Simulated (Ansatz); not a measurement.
## A hypothetical structure for Cu2Au

Starting from a made-up structure for Cu2Au, the aim is the relaxed cell, its shortest contacts and, where a second run follows, its electronic structure.

Program: Ansatz 0.2.0. Level of theory: DFT, PBEsol, plane-wave PAW, files of the set soft_1, scalar-relativistic, ferromagnetic start, cell and ions relaxed at zero pressure; PAW set soft_1, in the first sound run; inputs show where later runs differ. Results are calculated unless marked as measured.

### 1. Starting point

The structure is tetragonal, space group I4/mcm (No. 140). Conventional cell: a = 5.820 Å, b = 5.820 Å, c = 4.381 Å, α = 90.00°, β = 90.00°, γ = 90.00°. Nearest to Au lie 2 Au at 2.19 Å and 8 Cu at 2.44 Å. Cu has 4 Au at 2.44 Å and 3 Cu at 2.61 to 2.70 Å nearest. Farther neighbours are not listed.

### 2. Relaxing cell and atoms

The guess takes its coordinates from another compound and its volume from a rule, so the cell and any free coordinates are relaxed together.

input.yaml reads:

```yaml
crystal:
  lattice:
    - [-2.91, 2.91, 2.1905]
    - [2.91, -2.91, 2.1905]
    - [2.91, 2.91, -2.1905]
  atoms:
    - { symbol: Au, position: [0.75, 0.75, 0.0] }
    - { symbol: Au, position: [0.25, 0.25, 0.0] }
    - { symbol: Cu, position: [0.836, 0.664, 0.5], spin: 0.6 }
    - { symbol: Cu, position: [0.336, 0.836, 0.172], spin: 0.6 }
    - { symbol: Cu, position: [0.164, 0.336, 0.5], spin: 0.6 }
    - { symbol: Cu, position: [0.664, 0.164, 0.828], spin: 0.6 }
magnetization:
  spin_polarized: true
kpoints:
  mp_grid: { grid: [8, 8, 8] }
scf:
  occupations: { method: fermi_dirac, width: 0.05 }
hamiltonian:
  xc: pbesol
  pseudopotentials: { kind: paw, azcp: { folder: soft_1 }, xc_functional: pbe }
relax:
  f_tol: 0.015
  max_steps: 70
  cell: {}
output:
  forces: true
  stress: true
```

Launch:

```bash
$ ansatz run input.yaml --threads 4 --pin off --max-ram 10240MiB --backend cpu --events-out ev --progress --plain --runs-dir out
```

Numbers of over 12 decimals in the logs are rounded to 6 here.

Log:

```text
Engine: ansatz 0.2.0, aarch64-unknown-linux-gnu
Pseudopotentials: kind: paw
Pseudopotential: Au, paw, valence charge 19, recommended cutoff 420 eV (normal), soft_1/Au.paw.azcp
Pseudopotential: Cu, paw, valence charge 19, recommended cutoff 420 eV (normal), soft_1/Cu.paw.azcp
Functional definition: PBEsol
  exchange = pbesol_x
  correlation = pbesol_c
Crystal: 6 atoms, lattice volume = 74.197 Å³
Basis set: ecut = 420 eV, 1431 PW (Γ), exchange–correlation on 64×64×64 points (8 copies of the dense FFT grid, shifted against one another)
Bands: 70, of which v1, the nominal top of the filled ones, is band 57 counted from 1 (56 counted from 0)
Symmetry: 16 space group operations
Space group: I4/mcm (ITA 140), of the structure as read, at distance tolerance 4.2e-5 Å
Magnetic group: BNS 140.541 (UNI 1201), of the structure as read, at distance tolerance 4.2e-5 Å
k-points: 59 of 512
Non-local potential: Au, projectors of the file, l = 0: 3, l = 1: 2, l = 2: 2, l = 3: 1
Non-local potential: Cu, projectors of the file, l = 0: 3, l = 1: 2, l = 2: 3, l = 3: 1
PAW form: soft (Blöchl's): semilocal exchange-correlation on the pseudo side does not see the compensation charge
PAW frozen core: Au, regenerated for the run's functional, and the local potential with it (the file was generated under x = pbe(κ = 0.804, μ = 0.219515), c = pbe(β = 0.066725))
PAW frozen core: Cu, regenerated for the run's functional, and the local potential with it (the file was generated under x = pbe(κ = 0.804, μ = 0.219515), c = pbe(β = 0.066725))
PAW one-centre angular grid: Au, 590 points (default); XC on 64 Gauss nodes
PAW one-centre angular grid: Cu, 590 points (default); XC on 64 Gauss nodes
Initial density: superposition of atomic densities (chi_scale 0.1, normalization cell, long waves kept (reshape's long-wave potential 0.00 eV rms))
Starting moments: Σ|m| = 2.4 μB on 4 of 6 sites
Initial wavefunctions: pseudopotential atomic-orbital guess
Functional: x = pbesol(κ = 0.804, μ = 0.123457), c = pbesol(β = 0.046)
SCF iter   1: F=—  HF=-52371.632196 eV  |F-HF|=—  |Δ(HF+E_count)|=         —  Δρ=1.10e-1 (↑9.30e-2 ↓1.10e-1)  dr2=3.27e1  dr2_m=2.74e0  M=0.289 μB ∫|m|=0.308 μB  β_m=0.30  ethr=3.10e-3  ⟨swp⟩=5.3  Hψ=26236  notcnv=0  defer=56
preconditioner: auto → Kerker (q_TF=auto, 2.931 Å⁻¹)  [metal: Δε(μ)=0.005 eV  Ē_g=11.745 eV  σ=0.050 eV  W_gap=0.02  n_scr=34 (ndim 8)  ℏωp=35.0 eV  f_vac=0.000  D(μ)=4.28/eV (n_scr^D=38)]
spin=Collinear: Kerker preconditioning applied to the charge; magnetization (m = ρ↑ − ρ↓) channel mixes plain (no charge-response kernel on spin).
SCF iter   2: F=—  HF=-52367.920105 eV  |F-HF|=—  |Δ(HF+E_count)|=    3.71e0  Δρ=6.93e-2 (↑6.93e-2 ↓5.39e-2)  dr2=8.59e0  dr2_m=1.46e0  M=0.164 μB ∫|m|=0.246 μB  β_m=0.30  ethr=3.10e-3  ⟨swp⟩=2.2  Hψ=14121  notcnv=0  defer=708
SCF iter   3: F=—  HF=-52366.422134 eV  |F-HF|=—  |Δ(HF+E_count)|=    1.50e0  Δρ=4.08e-2 (↑4.08e-2 ↓3.46e-2)  dr2=1.28e0  dr2_m=8.19e-1  M=0.069 μB ∫|m|=0.206 μB  β_m=0.30  ethr=3.10e-3  ⟨swp⟩=2.2  Hψ=14048  notcnv=0  defer=753
SCF iter   4: F=—  HF=-52366.283541 eV  |F-HF|=—  |Δ(HF+E_count)|=   1.39e-1  Δρ=3.41e-2 (↑3.41e-2 ↓2.06e-2)  dr2=3.52e-1  dr2_m=4.43e-1  M=0.040 μB ∫|m|=0.172 μB  β_m=0.30  ethr=1.12e-3  ⟨swp⟩=2.2  Hψ=10885  notcnv=0  defer=755
SCF iter   5: F=—  HF=-52366.253871 eV  |F-HF|=—  |Δ(HF+E_count)|=   2.97e-2  Δρ=2.15e-2 (↑2.15e-2 ↓2.10e-2)  dr2=3.98e-1  dr2_m=2.39e-1  M=0.029 μB ∫|m|=0.136 μB  β_m=0.30  ethr=3.09e-4  ⟨swp⟩=3.1  Hψ=15784  notcnv=0  defer=744
SCF iter   6: F=—  HF=-52366.234596 eV  |F-HF|=—  |Δ(HF+E_count)|=   1.93e-2  Δρ=1.60e-2 (↑1.23e-2 ↓1.60e-2)  dr2=1.25e-2  dr2_m=1.33e-1  M=0.020 μB ∫|m|=0.102 μB  β_m=0.30  ethr=3.09e-4  ⟨swp⟩=2.5  Hψ=13763  notcnv=0  defer=757
SCF iter   7: F=—  HF=-52366.266965 eV  |F-HF|=—  |Δ(HF+E_count)|=   3.24e-2  Δρ=1.33e-2 (↑7.98e-3 ↓1.33e-2)  dr2=4.89e-2  dr2_m=7.32e-2  M=0.014 μB ∫|m|=0.078 μB  β_m=0.30  ethr=1.10e-5  ⟨swp⟩=2.0  Hψ=15082  notcnv=0  defer=757
Mixer restart at iter 7: flushing history
spin-set hold released at iteration 7 (site moments contracting): the magnetisation degrees of freedom join the quasi-Newton model from the next iteration; the mixer history was flushed
SCF iter   8: F=—  HF=-52366.265112 eV  |F-HF|=—  |Δ(HF+E_count)|=   1.85e-3  Δρ=9.08e-3 (↑6.61e-3 ↓9.08e-3)  dr2=2.03e-2  dr2_m=4.02e-2  M=0.009 μB ∫|m|=0.061 μB  β_m=0.65  ethr=1.10e-5  ⟨swp⟩=1.8  Hψ=9426  notcnv=0  defer=757
SCF iter   9: F=—  HF=-52366.267793 eV  |F-HF|=—  |Δ(HF+E_count)|=   2.68e-3  Δρ=3.32e-3 (↑1.89e-3 ↓3.32e-3)  dr2=1.25e-2  dr2_m=3.59e-4  M=-0.000 μB ∫|m|=0.011 μB  β_m=0.51  ethr=1.10e-5  ⟨swp⟩=2.0  Hψ=13612  notcnv=0  defer=757
SCF iter  10: F=—  HF=-52366.263781 eV  |F-HF|=—  |Δ(HF+E_count)|=   4.01e-3  Δρ=1.06e-3 (↑1.06e-3 ↓5.36e-4)  dr2=1.14e-3  dr2_m=6.77e-5  M=-0.001 μB ∫|m|=0.007 μB  β_m=0.76  ethr=1.10e-5  ⟨swp⟩=2.2  Hψ=12133  notcnv=0  defer=757
SCF iter  11: F=—  HF=-52366.263774 eV  |F-HF|=—  |Δ(HF+E_count)|=   6.59e-6  Δρ=2.24e-4 (↑2.24e-4 ↓1.26e-4)  dr2=1.19e-4  dr2_m=3.21e-6  M=-0.000 μB ∫|m|=0.002 μB  β_m=0.88  ethr=9.99e-7  ⟨swp⟩=2.1  Hψ=11075  notcnv=0  defer=754
SCF iter  12: F=—  HF=-52366.263751 eV  |F-HF|=—  |Δ(HF+E_count)|=   2.25e-5  Δρ=9.38e-5 (↑9.38e-5 ↓8.35e-5)  dr2=1.81e-5  dr2_m=2.31e-8  M=-0.000 μB ∫|m|=0.000 μB  β_m=0.94  ethr=1.04e-7  ⟨swp⟩=2.0  Hψ=10181  notcnv=0  defer=754
SCF iter  13: F=—  HF=-52366.263750 eV  |F-HF|=—  |Δ(HF+E_count)|=   1.62e-6  Δρ=5.01e-5 (↑4.48e-5 ↓5.01e-5)  dr2=8.42e-6  dr2_m=1.23e-8  M=0.000 μB ∫|m|=0.000 μB  β_m=0.97  ethr=1.59e-8  ⟨swp⟩=1.7  Hψ=9774  notcnv=0  defer=754
SCF iter  14: F=—  HF=-52366.263748 eV  |F-HF|=—  |Δ(HF+E_count)|=   1.60e-6  Δρ=1.12e-5 (↑9.62e-6 ↓1.12e-5)  dr2=2.70e-7  dr2_m=1.00e-9  M=0.000 μB ∫|m|=0.000 μB  β_m=0.93  ethr=7.39e-9  ⟨swp⟩=2.1  Hψ=10664  notcnv=0  defer=754
SCF iter  15: F=—  HF=-52366.263748 eV  |F-HF|=—  |Δ(HF+E_count)|=   1.70e-7  Δρ=3.87e-6 (↑1.78e-6 ↓3.87e-6)  dr2=1.82e-8  dr2_m=1.46e-9  M=0.000 μB ∫|m|=0.000 μB  β_m=0.97  ethr=8.77e-11  ⟨swp⟩=4.0  Hψ=24374  notcnv=0
SCF iter  16: F=-52366.263748 eV  HF=-52366.263748 eV  |F-HF|=5.31e-10  |Δ(HF+E_count)|=   8.74e-9  Δρ=6.50e-7 (↑4.39e-7 ↓6.50e-7)  dr2=7.33e-10  dr2_m=4.25e-11  M=0.000 μB ∫|m|=0.000 μB  ethr=1.60e-11  ⟨swp⟩=3.0  Hψ=18252  notcnv=0
[...]
relax step   9: F+E_penalty+E_count = -52371.23588251 eV  Δ(F+E_penalty+E_count) = -9.418e-2 eV  max|allowed force component| = 1.514e-4 eV/Å  Δτ_max = 0.0000 Å  P = +1.782 GPa  Ω = 88.202 Å³  stress off target by 4.79e0 GPa  SCF on the basis re-selected at this cell (its energy is not comparable with the rows above)  (10 SCF iters)
relax step  10: F+E_penalty+E_count = -52371.26666401 eV  Δ(F+E_penalty+E_count) = -3.078e-2 eV  max|allowed force component| = 1.092e-2 eV/Å  Δτ_max = 0.0090 Å  P = +0.943 GPa  Ω = 88.534 Å³  energy of the carried Pulay correction = -2.197e-4 eV  (7 SCF iters, dr2 threshold 6.00e-7 eV, accepted)
relax step  11: F+E_penalty+E_count = -52371.27785884 eV  Δ(F+E_penalty+E_count) = -1.119e-2 eV  max|allowed force component| = 1.908e-3 eV/Å  Δτ_max = 0.0131 Å  P = +0.145 GPa  Ω = 88.985 Å³  energy of the carried Pulay correction = -5.150e-4 eV  (7 SCF iters, dr2 threshold 6.00e-7 eV, accepted)
relax step  12: F+E_penalty+E_count = -52371.27869162 eV  Δ(F+E_penalty+E_count) = -8.328e-4 eV  max|allowed force component| = 4.817e-3 eV/Å  Δτ_max = 0.0040 Å  P = -0.066 GPa  Ω = 89.107 Å³  energy of the carried Pulay correction = -5.962e-4 eV  (6 SCF iters, dr2 threshold 6.00e-7 eV, accepted)
relax step  13: F+E_penalty+E_count = -52371.27873811 eV  Δ(F+E_penalty+E_count) = -4.649e-5 eV  max|allowed force component| = 5.033e-5 eV/Å  Δτ_max = 0.0013 Å  P = +0.000 GPa  Ω = 89.073 Å³  energy of the carried Pulay correction = -5.752e-4 eV  (6 SCF iters, dr2 threshold 1.13e-8 eV, accepted)
iter 1 solved again at ethr=7.58e-8 eV; its pass at ethr=3.10e-3 eV (dr2=8.64e-5 eV) is discarded
SCF iter   1: F=—  HF=-52371.277311 eV  |F-HF|=—  |Δ(HF+E_count)|=         —  Δρ=7.21e-4 (↑7.21e-4 ↓7.21e-4)  dr2=4.05e-5  dr2_m=2.27e-11  M=0.000 μB ∫|m|=0.000 μB  β_m=0.30  ethr=7.58e-8  ⟨swp⟩=3.0  Hψ=49190  notcnv=0
preconditioner: auto → Kerker (q_TF=auto, 2.843 Å⁻¹)  [metal: Δε(μ)=0.027 eV  Ē_g=10.294 eV  σ=0.050 eV  W_gap=0.13  n_scr=42 (ndim 8)  ℏωp=32.0 eV  f_vac=0.000  D(μ)=1.58/eV (n_scr^D=12)]
spin=Collinear: Kerker preconditioning applied to the charge; magnetization (m = ρ↑ − ρ↓) channel mixes plain (no charge-response kernel on spin).
SCF iter   2: F=—  HF=-52371.278208 eV  |F-HF|=—  |Δ(HF+E_count)|=   8.97e-4  Δρ=5.09e-4 (↑5.09e-4 ↓5.09e-4)  dr2=2.01e-5  dr2_m=1.27e-11  M=0.000 μB ∫|m|=0.000 μB  β_m=0.65  ethr=3.55e-8  ⟨swp⟩=1.0  Hψ=8260  notcnv=0
SCF iter   3: F=—  HF=-52371.279016 eV  |F-HF|=—  |Δ(HF+E_count)|=   8.08e-4  Δρ=3.23e-5 (↑3.23e-5 ↓3.23e-5)  dr2=1.97e-6  dr2_m=2.37e-13  M=0.000 μB ∫|m|=0.000 μB  β_m=0.46  ethr=1.76e-8  ⟨swp⟩=1.1  Hψ=8456  notcnv=0
SCF iter   4: F=—  HF=-52371.279013 eV  |F-HF|=—  |Δ(HF+E_count)|=   3.81e-6  Δρ=3.11e-6 (↑3.11e-6 ↓3.11e-6)  dr2=1.03e-8  dr2_m=2.17e-13  M=0.000 μB ∫|m|=0.000 μB  β_m=0.50  ethr=1.73e-9  ⟨swp⟩=2.0  Hψ=10760  notcnv=0
SCF iter   5: F=—  HF=-52371.279013 eV  |F-HF|=—  |Δ(HF+E_count)|=   1.01e-8  Δρ=1.05e-6 (↑1.05e-6 ↓1.05e-6)  dr2=1.63e-9  dr2_m=8.03e-14  M=0.000 μB ∫|m|=0.000 μB  β_m=0.72  ethr=9.05e-12  ⟨swp⟩=2.1  Hψ=12164  notcnv=0
SCF iter   6: F=—  HF=-52371.279009 eV  |F-HF|=—  |Δ(HF+E_count)|=   3.83e-6  Δρ=2.55e-7 (↑2.55e-7 ↓2.55e-7)  dr2=2.50e-10  dr2_m=5.81e-15  M=0.000 μB ∫|m|=0.000 μB  β_m=0.85  ethr=1.43e-12  ⟨swp⟩=2.0  Hψ=12202  notcnv=0
SCF iter   7: F=—  HF=-52371.279009 eV  |F-HF|=—  |Δ(HF+E_count)|=  2.91e-11  Δρ=1.51e-7 (↑1.50e-7 ↓1.51e-7)  dr2=8.09e-11  dr2_m=1.61e-16  M=0.000 μB ∫|m|=0.000 μB  β_m=0.93  ethr=1.00e-12  ⟨swp⟩=3.0  Hψ=22178  notcnv=0
SCF iter   8: F=-52371.279009 eV  HF=-52371.279009 eV  |F-HF|=1.46e-11  |Δ(HF+E_count)|=  7.28e-12  Δρ=4.34e-8 (↑4.34e-8 ↓4.34e-8)  dr2=7.62e-12  dr2_m=6.79e-18  M=-0.000 μB ∫|m|=0.000 μB  ethr=1.00e-12  ⟨swp⟩=3.0  Hψ=19271  notcnv=0
the starting moments were not kept: the SCF closed with an absolute magnetisation of 4.9e-9 μB, where they sum to 2.4 μB in size (4 sites). That is at most 0.1 of that sum. Measured as dr2_m measures the in/out step, that magnetisation stands 1.5e-18 eV from none, at or under the dr2_threshold of 6.0e-11 eV: it is no larger than a step whose dr2_m would equal this threshold.
SCF 14 converged in 8 iterations: F = -52371.279009 eV  dr2 = 7.62e-12
relax step  14: F+E_penalty+E_count = -52371.27900874 eV  Δ(F+E_penalty+E_count) = -2.706e-4 eV  max|allowed force component| = 1.569e-4 eV/Å  Δτ_max = 0.0000 Å  P = -0.012 GPa  Ω = 89.073 Å³  stress off target by 2.47e-2 GPa  SCF on the basis re-selected at this cell (its energy is not comparable with the rows above)  (8 SCF iters)
basis re-selected at this cell: Δ(F+E_penalty+E_count) = -2.706e-4 eV, ΔP = -0.013 GPa vs the last step (what re-selecting the basis moved, of the pressure what is left beyond the Pulay correction that the steps carried, after the strain that the cell walked since its last selection, with what the two solves' SCF thresholds leave and, on support functions, any second-order correction that the steps lacked; it is no m [...]
SCF converged after 8 iterations
Magnetization: -0.0000 μB (57.0000 up, 57.0000 down)
Absolute magnetization: 0.0000 μB (∫|ρ↑−ρ↓|, with the PAW one-centre terms)
Spin contamination: 0.0000 ħ² per cell (⟨S²⟩ above its minimum at these occupations)
Per-site moments (μB) at R_I (Å): [(-1.4774600102762656e-10, 1.059168), (-1.4774600913765805e-10, 1.059168), (7.809328594720375e-11, 1.003496), (7.809369027611438e-11, 1.003496), (7.8093444989043e-11, 1.003496), (7.809319517669135e-11, 1.003496)]
Free energy (F): -52371.279009 eV
Harris-Foulkes:  -52371.279009 eV  (|F-HF|=1.46e-11)
Internal energy: -52371.265969 eV  (E = F + TS)
E sigma→0 (E₀):  -52371.272489 eV
Entropy (-TS):   -0.013039 eV (-2.173 meV/atom)
Fermi energy:    16.071269 eV
--- Per-component energies (eV) ---
  E_band       = -2059.788653
  E_kinetic    = 2199.601233
  E_local      = -23062.596146  (includes V_loc(G=0)·N_el)
  E_nonlocal   = 3788.560018
  E_hartree    = 9834.448995
  E_xc         = -699.860921
  E_vxc        = -874.169032  (∫ρ·V_xc dr)
  E_paw        = -26308.681458  (= ΣΔE_a)
  E_vpaw       = -3780.090442  (= ΣTr[D̂ρ^β])
  E_aug_tail   = 0.007328  (compensation charges beyond the density's cutoff)
  E_ewald      = -18124.188883
  E_core_change = 1.443865  (= ΣΔE_core)
  E_smearing   = -0.013039  (= −TS)
  E_closure    = -0.000000  (closes the sum)
  Σ components = -52371.279009   (vs F -52371.279009, Δ=0.00e0)
--- Forces (eV/Å), atoms counted from 1 ---
  atom   1  Au     0.00000000     0.00000000     0.00000000
  atom   2  Au     0.00000000     0.00000000    -0.00000000
  atom   3  Cu     0.00015695    -0.00015695     0.00000000
  atom   4  Cu    -0.00015695    -0.00015695     0.00000000
  atom   5  Cu    -0.00015695     0.00015695    -0.00000000
  atom   6  Cu     0.00015695     0.00015695    -0.00000000
  max |Σ_I F_I| component: 1.73e-18 eV/Å
--- Stress (GPa, compression-positive) ---
       -0.005965      -0.000000      -0.000000
       -0.000000      -0.005965       0.000000
       -0.000000       0.000000      -0.024686
  P = ⅓ Tr σ = -0.0122 GPa (-0.122 kbar)
--- Relaxed structure (12 steps of the walk, 12 accepted, 2 SCFs on fresh bases) ---
  F+E_penalty+E_count = -52371.27900874 eV   max|allowed force component| = 1.569e-4 eV/Å   (the final SCF, on the basis selected at the relaxed cell)
  cell:  # Å, volume = 89.0734 Å³
    - [-2.860499, 2.860499, 2.721475]
    - [2.860499, -2.860499, 2.721475]
    - [2.860499, 2.860499, -2.721475]
  atoms:
    - { symbol: Au, position: [0.75, 0.75, 0] }
    - { symbol: Au, position: [0.250000, 0.250000, 0] }
    - { symbol: Cu, position: [0.849660, 0.650340, 0.5] }
    - { symbol: Cu, position: [0.349660, 0.849660, 0.199320] }
    - { symbol: Cu, position: [0.150340, 0.349660, 0.5] }
    - { symbol: Cu, position: [0.650340, 0.150340, 0.800680] }
```

Run time: 1.8 min. Hardware: 4 threads of Arm Neoverse V2, shared host; peak memory 0.83 GiB; 6.9 min of CPU time.

Relaxation path:

| step | energy less that of the first step (eV) | largest force component (eV/Å) | pressure (GPa) | volume (Å³) |
| --- | --- | --- | --- | --- |
| 1 | 0.0000 | 1.1910 | 65.87 | 74.20 |
| 2 | -2.5725 | 0.7914 | 35.83 | 79.59 |
| 3 | -4.0191 | 0.4909 | 15.73 | 84.67 |
| 4 | -4.7057 | 0.2199 | 4.41 | 87.67 |
| 5 | -4.8749 | 0.0334 | 0.53 | 88.06 |
| 6 | -4.8776 | 0.0178 | -0.22 | 88.33 |
| 7 | -4.8780 | 0.0029 | 0.06 | 88.17 |
| 8 | -4.8780 | 0.0000 | -0.01 | 88.20 |
| 9* | -4.9721 | 0.0002 | 1.78 | 88.20 |
| 10 | -5.0029 | 0.0109 | 0.94 | 88.53 |
| 11 | -5.0141 | 0.0019 | 0.15 | 88.99 |
| 12 | -5.0149 | 0.0048 | -0.07 | 89.11 |
| 13 | -5.0150 | 0.0001 | 0.00 | 89.07 |
| 14* | -5.0153 | 0.0002 | -0.01 | 89.07 |

Relaxation steps marked * repeat the geometry before them on a plane-wave basis chosen anew for their cell, so energy and pressure can jump there.

The run keeps the 16 symmetry operations that it works with, so distortions that break them were not tested.

| cell as run | before | after | change |
| --- | --- | --- | --- |
| a (Å) | 4.662 | 4.876 | +4.6 % |
| b (Å) | 4.662 | 4.876 | +4.6 % |
| c (Å) | 4.662 | 4.876 | +4.6 % |
| α (°) | 102.75 | 108.15 | +5.3 % |
| β (°) | 102.75 | 108.15 | +5.3 % |
| γ (°) | 123.95 | 112.14 | -9.5 % |
| volume (Å³/atom) | 12.37 | 14.85 | +20.0 % |

The atoms that moved most (Å, as changes of fractional coordinates times the final cell):

| atom | dx | dy | dz | length |
| --- | --- | --- | --- | --- |
| Cu3 | -0.078 | 0.078 | 0.000 | 0.111 |
| Cu5 | 0.078 | -0.078 | 0.000 | 0.111 |
| Cu4 | 0.078 | 0.078 | 0.000 | 0.111 |
| Cu6 | -0.078 | -0.078 | 0.000 | 0.111 |

The relaxed structure:

```xyz
6
Lattice="-2.8605 2.8605 2.7215 2.8605 -2.8605 2.7215 2.8605 2.8605 -2.7215" Properties=species:S:1:pos:R:3 pbc="T T T"
Au    0.0000    0.0000    4.0822
Au    0.0000    0.0000    1.3607
Cu    0.8601    2.0004    2.7215
Cu    2.0004   -0.8601    2.7215
Cu    2.0004    0.8601    0.0000
Cu    0.8601    3.7206    0.0000
```

Numbers from this step:

| Item | Value |
| --- | --- |
| free energy | -52371.2790 eV |
| energy at zero smearing | -52371.2725 eV |
| smearing term TS | 0.01304 eV |
| Fermi energy | 16.07 eV |
| electrons | 114 |
| symmetry operations | 16 |
| pressure | -0.01221 GPa |

Shortest distances by pair of elements, guess and relaxed (not always the same contact):

| pair | guess (Å) | relaxed (Å) |
| --- | --- | --- |
| Cu–Cu | 2.608 | 2.433 |
| Au–Cu | 2.436 | 2.568 |
| Au–Au | 2.191 | 2.721 |

The relaxation ends with a largest force component of 1.6e-4 eV/Å and a pressure of -0.01 GPa. No moment survives the cycle: this start ends non-magnetic.

(Continued in part 2 of 2.)

[Logs are printed without paths, hosts, clocks, repeated set-up lines and the standing remarks that a program may print on its own settings, such as how far it seeks lower states.]

[Hosts, paths, dates, database ids (printed as entryN), source tags and the programs' standing remarks are cut or masked in the printed files.]
